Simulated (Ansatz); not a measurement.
# A hypothetical structure for TiClF, part 2 of 2

Starting from a made-up structure for TiClF, the aim is the relaxed cell, its shortest contacts and, where a second run follows, its electronic structure.

Ansatz 0.2.0; DFT, PBEsol, plane-wave PAW, files of the set soft_1, scalar-relativistic, no spin, cell and ions relaxed at zero pressure; PAW set soft_1 (the session's first sound run).

So far: The structure; Relaxation of the guess. The relaxed cell has a = 3.207, c = 8.443 Å (conventional setting).

## (3) Electronic structure of the relaxed cell

A second self-consistent run takes a narrower smearing and the mesh shown in its input; the bands follow along the standard path of the relaxed lattice.

This step: DFT, PBEsol, plane-wave PAW, files of the set soft_1, scalar-relativistic, no spin, bands and density of states at the relaxed cell; PAW set soft_1 (Ansatz 0.2.0).

File input.yaml:

```yaml
crystal:
  lattice:
    - [3.2066037633, 0.0, 0.0]
    - [0.0, 3.2066037633, 0.0]
    - [0.0, 0.0, 8.4431190397]
  atoms:
    - { symbol: Ti, position: [0.5, 0.0, 0.8237806478] }
    - { symbol: Ti, position: [0.0, 0.5, 0.1762193522] }
    - { symbol: Cl, position: [0.5, 0.0, 0.3202354694] }
    - { symbol: Cl, position: [0.0, 0.5, 0.6797645306] }
    - { symbol: F, position: [0.5, 0.5, 0.0] }
    - { symbol: F, position: [0.0, 0.0, 0.0] }
kpoints:
  mp_grid: { grid: [10, 10, 4] }
  band_path:
    path:
      - [[0.0, 0.0, 0.0], [0.0, 0.5, 0.0], [0.5, 0.5, 0.0], [0.0, 0.0, 0.0], [0.0, 0.0, 0.5], [0.0, 0.5, 0.5], [0.5, 0.5, 0.5], [0.0, 0.0, 0.5]]
      - [[0.0, 0.5, 0.0], [0.0, 0.5, 0.5]]
      - [[0.5, 0.5, 0.0], [0.5, 0.5, 0.5]]
    npoints: 8
scf:
  occupations: { method: fermi_dirac, width: 0.03 }
  n_extra_bands: 10
hamiltonian:
  xc: pbesol
  pseudopotentials: { kind: paw, azcp: { folder: soft_1 }, xc_functional: pbe }
output:
  forces: true
  stress: true
  write_bands: true
  dos: { projected: true }
  write_density: true
  write_potential: true
  elf: true
  volumetric_format: npy
```

On the command line:

```console
ansatz run input.yaml --threads 4 --pin off --max-ram 10240MiB --backend cpu --events-out ev --progress --plain --runs-dir out
```

Numbers of over 12 decimals in the logs are rounded to 6 here.

Output:

```text
[...]
Crystal: 6 atoms, lattice volume = 86.815 Å³
Basis set: ecut = 420 eV, 1709 PW (Γ), exchange–correlation on 48×48×120 points (8 copies of the dense FFT grid, shifted against one another)
Bands: 36, of which v1, the nominal top of the filled ones, is band 26 counted from 1 (25 counted from 0)
Symmetry: 16 space group operations
[...]
k-points: 63 of 400
[...]
SCF iter   1: F=—  HF=-8697.411961 eV  |F-HF|=—  |Δ(HF+E_count)|=         —  Δρ=5.12e-1  dr2=3.20e2  ethr=3.10e-3  ⟨swp⟩=6.1  Hψ=9649  notcnv=0
[...]
SCF iter  12: F=-8675.578912 eV  HF=-8675.578912 eV  |F-HF|=1.73e-8  |Δ(HF+E_count)|=   4.64e-7  Δρ=1.05e-5  dr2=5.61e-8  ethr=1.92e-10  ⟨swp⟩=15.3  Hψ=17672  notcnv=0
SCF 1 converged in 12 iterations: F = -8675.578912 eV  dr2 = 5.61e-8
[...]
NSCF: frozen V_eff on 75 k-points
SCF converged after 12 iterations
Free energy (F): -8675.578912 eV
[...]
Internal energy: -8675.557779 eV  (E = F + TS)
E sigma→0 (E₀):  -8675.568345 eV
Entropy (-TS):   -0.021133 eV (-3.522 meV/atom)
Fermi energy:    11.027131 eV
[...]
--- Forces (eV/Å), atoms counted from 1 ---
  atom   1  Ti     0.00000000     0.00000000    -0.01096029
  atom   2  Ti     0.00000000     0.00000000     0.01096029
  atom   3  Cl     0.00000000     0.00000000     0.01394977
  atom   4  Cl     0.00000000     0.00000000    -0.01394977
  atom   5  F      0.00000000     0.00000000     0.00000000
  atom   6  F      0.00000000     0.00000000     0.00000000
  max |Σ_I F_I| component: 2.60e-17 eV/Å
--- Stress (GPa, compression-positive) ---
       -0.217212       0.000000       0.000000
        0.000000      -0.217212       0.000000
        0.000000       0.000000       0.186912
  P = ⅓ Tr σ = -0.0825 GPa (-0.825 kbar)
--- Band table (eV; the first three rows and the last of 63) ---
  k-point 0: bands = [... 22 lower, 6.0325, 6.0325, 9.2656, 10.5109, 10.8736, 11.0495, 11.3739, 11.4728, ... 6 higher]
  k-point 1: bands = [... 22 lower, 5.9973, 5.9973, 9.2726, 10.5005, 10.9032, 11.0386, 11.3744, 11.4723, ... 6 higher]
  k-point 2: bands = [... 22 lower, 5.9118, 5.9118, 9.2796, 10.4900, 10.9578, 11.0000, 11.3748, 11.4718, ... 6 higher]
  k-point 62: bands = [... 22 lower, 5.6572, 5.6572, 11.3422, 11.3422, 12.2134, 12.2134, 12.3709, 12.3709, ... 6 higher]
```

Wall time 7.1 s (4 threads of Arm Neoverse V1, shared host); peak memory 0.48 GiB.

In the SCF lines HF is the Harris–Foulkes energy and dr2 the Hartree energy of the density residual, in eV; the loop may stop once dr2 is under the threshold and the program's other checks hold. Hψ counts applications of the Hamiltonian.

Numbers from this step:

* free energy: -8675.5789 eV
* energy at zero smearing: -8675.5683 eV
* smearing term TS: 0.02113 eV
* pressure: -0.08250 GPa

From bands.tsv, the bands that come nearest the Fermi level along the path, at its corners, in eV from the Fermi level:

| point | band 23 | band 24 | band 25 | band 26 | band 27 | band 28 | band 29 | band 30 |
| --- | --- | --- | --- | --- | --- | --- | --- | --- |
| Γ | -4.99 | -4.99 | -1.76 | -0.52 | -0.15 | 0.02 | 0.35 | 0.45 |
| X | -5.16 | -5.16 | -0.75 | -0.75 | 0.58 | 0.58 | 0.65 | 0.65 |
| M | -5.37 | -5.37 | 0.48 | 0.48 | 1.05 | 1.05 | 1.26 | 1.26 |
| Γ | -4.99 | -4.99 | -1.76 | -0.52 | -0.15 | 0.02 | 0.35 | 0.45 |
| Z | -5.12 | -5.12 | -1.75 | -0.54 | -0.07 | -0.03 | 0.35 | 0.44 |
| R | -5.16 | -5.16 | -0.81 | -0.81 | 0.55 | 0.55 | 0.64 | 0.64 |
| A | -5.37 | -5.37 | 0.32 | 0.32 | 1.19 | 1.19 | 1.34 | 1.34 |
| Z | -5.12 | -5.12 | -1.75 | -0.54 | -0.07 | -0.03 | 0.35 | 0.44 |
| X | -5.16 | -5.16 | -0.75 | -0.75 | 0.58 | 0.58 | 0.65 | 0.65 |
| R | -5.16 | -5.16 | -0.81 | -0.81 | 0.55 | 0.55 | 0.64 | 0.64 |
| M | -5.37 | -5.37 | 0.48 | 0.48 | 1.05 | 1.05 | 1.26 | 1.26 |
| A | -5.37 | -5.37 | 0.32 | 0.32 | 1.19 | 1.19 | 1.34 | 1.34 |

Counts of states for the cell as run, both spins, by energy window (eV from the Fermi level): Near the top, bands beyond those computed are missing, so counts there can be too low.

```
from  to  total
  -8  -7   4.93
  -7  -6   4.74
  -6  -5   6.33
  -5  -4   0.00
  -4  -3   0.00
  -3  -2   0.00
  -2  -1   0.27
  -1   0   3.67
   0   1   8.34
   1   2   7.73
   2   3   0.10
```

A further 32.0 states lie below the table's range.

ELF in the ac plane at fractional y = 0.000, with atoms of Ti and Cl and F within 0.2 Å of it. It is the smooth field of the valence electrons, not physical close to the nuclei.

Values, 24 rows by 14 columns, each cell a mean:
```
0.66 0.74 0.80 0.69 0.31 0.08 0.09 0.10 0.08 0.10 0.39 0.72 0.80 0.73
0.73 0.71 0.60 0.32 0.11 0.22 0.45 0.55 0.42 0.17 0.14 0.37 0.62 0.72
0.35 0.29 0.18 0.13 0.30 0.58 0.74 0.78 0.72 0.52 0.25 0.13 0.19 0.31
0.17 0.15 0.16 0.36 0.67 0.73 0.67 0.62 0.68 0.74 0.62 0.32 0.15 0.15
0.23 0.19 0.18 0.38 0.67 0.73 0.67 0.63 0.68 0.74 0.62 0.33 0.18 0.20
0.17 0.14 0.10 0.11 0.27 0.56 0.74 0.79 0.72 0.50 0.23 0.10 0.10 0.15
0.12 0.11 0.08 0.06 0.09 0.26 0.50 0.60 0.48 0.21 0.07 0.06 0.09 0.11
0.08 0.08 0.08 0.08 0.10 0.17 0.28 0.33 0.26 0.15 0.09 0.08 0.08 0.08
0.06 0.06 0.06 0.07 0.10 0.16 0.23 0.26 0.22 0.14 0.09 0.07 0.06 0.06
0.04 0.04 0.04 0.05 0.06 0.08 0.10 0.11 0.10 0.07 0.06 0.04 0.04 0.04
0.02 0.02 0.02 0.02 0.02 0.03 0.03 0.03 0.03 0.03 0.02 0.02 0.02 0.02
0.01 0.01 0.02 0.03 0.07 0.13 0.18 0.20 0.18 0.12 0.06 0.03 0.01 0.01
0.01 0.03 0.09 0.23 0.43 0.59 0.67 0.69 0.66 0.56 0.39 0.21 0.08 0.02
0.03 0.09 0.30 0.59 0.78 0.86 0.89 0.89 0.88 0.85 0.75 0.55 0.26 0.07
0.06 0.18 0.50 0.76 0.86 0.87 0.85 0.84 0.86 0.87 0.85 0.74 0.45 0.13
0.08 0.24 0.59 0.81 0.84 0.73 0.50 0.38 0.54 0.78 0.85 0.79 0.54 0.19
0.11 0.27 0.60 0.81 0.84 0.70 0.42 0.29 0.47 0.75 0.84 0.79 0.55 0.22
0.16 0.26 0.52 0.74 0.83 0.81 0.73 0.68 0.74 0.83 0.83 0.72 0.47 0.23
0.22 0.25 0.36 0.54 0.71 0.78 0.80 0.79 0.80 0.77 0.68 0.51 0.33 0.24
0.20 0.19 0.18 0.22 0.33 0.45 0.52 0.54 0.51 0.42 0.31 0.22 0.18 0.19
0.21 0.18 0.13 0.09 0.08 0.10 0.12 0.13 0.12 0.09 0.08 0.10 0.14 0.19
0.60 0.56 0.45 0.27 0.10 0.03 0.02 0.02 0.02 0.04 0.13 0.30 0.47 0.57
0.74 0.76 0.75 0.61 0.29 0.06 0.02 0.02 0.02 0.10 0.35 0.64 0.76 0.76
0.52 0.66 0.78 0.75 0.42 0.10 0.04 0.03 0.04 0.15 0.50 0.76 0.78 0.64
```
Columns run along a (3.2 Å), rows up along c (8.4 Å). Atoms in or near the plane, at fractional coordinates: Ti at (0.50, 0.82), Cl at (0.50, 0.32), F at (0.00, 0.00).

Electrostatic potential energy in the ac plane at fractional y = 0.000, with atoms of Ti and Cl and F within 0.2 Å of it. With pseudopotentials it is smooth inside the atoms' cores, unlike the true potential.

Values in eV, 24 rows by 14 columns, each cell a mean:
```
-33 -30 -18   2   9   8   7   7   7   8   8  -1 -21 -31
-10  -6   3   6   2  -5  -9 -11  -9  -3   3   6   2  -7
  9   9   7   0 -13 -24 -28 -29 -28 -22 -10   1   7   9
 10   9   5  -7 -22 -31 -33 -33 -33 -30 -20  -5   6   9
 10   9   5  -7 -22 -31 -33 -33 -33 -30 -20  -4   6   9
 11  10   7   1 -11 -22 -27 -28 -27 -20  -9   2   8  10
 11  11  10   7   4  -2  -6  -8  -6  -1   4   8  10  11
 12  12  12  11  10   9   8   8   8   9  10  11  12  12
 13  13  13  13  12  12  12  12  12  12  13  13  13  13
 14  14  14  14  14  14  14  14  14  14  14  14  14  14
 14  14  14  14  14  14  14  14  14  14  14  14  14  14
 14  14  14  14  14  14  14  14  14  14  14  14  14  14
 14  14  14  14  13  12  12  12  12  13  13  14  14  14
 14  14  13  12  10   5   1  -1   1   6  10  12  13  14
 13  13  11   8  -4 -20 -26 -28 -26 -17  -1   8  12  13
 12  12   9   1 -20 -31 -33 -33 -33 -30 -16   3  10  12
 12  11   9   0 -20 -32 -33 -33 -33 -30 -16   2   9  11
 11  11   9   6  -6 -22 -28 -29 -28 -19  -3   7  10  11
 10  10  10   9   7   2  -3  -5  -3   3   8  10  10  10
 10  10  10  11  11  11  10  10  10  11  11  11  10  10
 10  10  11  11  12  12  12  12  12  12  12  11  11  10
  2   5   9  11  12  12  13  13  13  12  12  11   9   5
-27 -21  -7   8  12  12  12  13  12  12  12   6 -10 -23
-33 -33 -23  -1  11  11  12  12  12  11  10  -5 -26 -33
```
Columns run along a (3.2 Å; values clipped at the 3rd and 97th percentile), rows up along c (8.4 Å). Atoms in or near the plane, at fractional coordinates: Ti at (0.50, 0.82), Cl at (0.50, 0.32), F at (0.00, 0.00).

Valence density in the ac plane at fractional y = 0.000, with atoms of Ti and Cl and F within 0.2 Å of it. It is the smooth field of the valence electrons, not physical close to the nuclei.

Values in e/Å³, 24 rows by 14 columns, each cell a mean:
```
 9  6  3  1  0  0  0  0  0  0  0  1  3  7
 2  2  1  0  0  1  1  1  1  0  0  1  1  2
 0  0  0  0  1  3  5  5  4  2  1  0  0  0
 0  0  0  1  2  6  9 11  9  5  2  1  0  0
 0  0  0  1  2  6  9 11  9  5  2  1  0  0
 0  0  0  0  1  2  4  5  4  2  1  0  0  0
 0  0  0  0  0  0  1  1  1  0  0  0  0  0
 0  0  0  0  0  0  0  0  0  0  0  0  0  0
 0  0  0  0  0  0  0  0  0  0  0  0  0  0
 0  0  0  0  0  0  0  0  0  0  0  0  0  0
 0  0  0  0  0  0  0  0  0  0  0  0  0  0
 0  0  0  0  0  0  0  0  0  0  0  0  0  0
 0  0  0  0  0  0  0  0  0  0  0  0  0  0
 0  0  0  0  0  1  1  1  1  1  0  0  0  0
 0  0  0  0  1  1  2  2  2  1  1  0  0  0
 0  0  0  1  1  2  1  1  1  2  1  1  0  0
 0  0  0  1  1  2  1  1  1  2  1  1  0  0
 0  0  0  1  1  1  2  2  2  1  1  1  0  0
 0  0  0  0  0  1  1  1  1  1  0  0  0  0
 0  0  0  0  0  0  0  0  0  0  0  0  0  0
 0  0  0  0  0  0  0  0  0  0  0  0  0  0
 1  1  0  0  0  0  0  0  0  0  0  0  1  1
 5  4  2  1  0  0  0  0  0  0  0  1  2  4
13  9  4  1  0  0  0  0  0  0  0  2  5 10
```
Columns run along a (3.2 Å), rows up along c (8.4 Å). Atoms in or near the plane, at fractional coordinates: Ti at (0.50, 0.82), Cl at (0.50, 0.32), F at (0.00, 0.00).

## (4) Summary of results

| Property | Result |
| --- | --- |
| space group, relaxed | P4/nmm |
| conventional cell | a = 3.207, b = 3.207, c = 8.443 Å; α = 90.0°, β = 90.0°, γ = 90.0° |
| volume per atom | 14.47 Å³ (guess 14.80) |

In words: TiClF relaxes to P4/nmm with a = 3.207, b = 3.207 and c = 8.443 Å. The guessed volume was 2 % too large. The space group P4/nmm was held in the relaxation, so the end point is a stationary structure within it and may be a saddle against distortions or other arrangements. Bands cross the Fermi level, so it is a metal or semimetal at this level. On the 10×10×4 mesh with the narrower smearing (relaxed on 7×7×4) the largest force component is 0.014 eV/Å and the largest stress component is 0.217 GPa, against the relaxation's thresholds of 0.015 eV/Å and 0.05 GPa. The cutoff wasn't tested. A vector of the cell changed its length by 28 %, so the starting arrangement is largely lost and the mesh was laid for another shape. No dispersion term is used, so weakly bound directions may come out too long. The runs have no spin, and magnetism wasn't tested. Nothing here tests whether the compound is stable against decomposition.

[Logs are printed without paths, hosts, clocks, repeated set-up lines and the standing remarks that a program may print on its own settings, such as how far it seeks lower states.]

[Hosts, paths, dates, database ids (printed as entryN), source tags and the programs' standing remarks are cut or masked in the printed files.]
